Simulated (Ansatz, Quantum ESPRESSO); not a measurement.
# WSi2N4, 1 layer: the dipole at a withheld member of a series

Method. Quantum ESPRESSO 7.5, PBE, GBRV ultrasoft. Cell and atoms are relaxed without a field with a D3(BJ) correction and then held. Sawtooth field with dipole correction, 17 Å of vacuum in the starting cell, Fermi-Dirac smearing of 0.002 Ry; bands along a path at each field. The series steps the field along the normal.

```
field along the normal  dipole (e Å)
                 0 V/Å       −0.0000
              0.05 V/Å        0.0157
               0.1 V/Å        0.0314
               0.2 V/Å        0.0629
               0.3 V/Å        0.0943
```

To predict: What is the dipole at 0.4 V/Å?

By hand: The rows at 0.2 V/Å and 0.3 V/Å give a slope of (0.0943 − (0.0629))/(0.3 − (0.2)) = 0.314, so a straight line gives 0.1257 e Å. A parabola through these and the row at 0.1 V/Å gives 0.1256 e Å.

**The withheld run.** 0.1257 e Å. The line misses by 0.0000 and the parabola by −0.0001 e Å. Both misses are under 5 % of the step from the nearer row.

**Limits.** Ions are held; semilocal gaps are too small; in strong fields empty levels can belong to the vacuum; one stacking. Members without a usable value, or on the other side of zero field or charge, are not listed.

[Logs are printed without paths, hosts, clocks, repeated set-up lines and the standing remarks that a program may print on its own settings, such as how far it seeks lower states.]
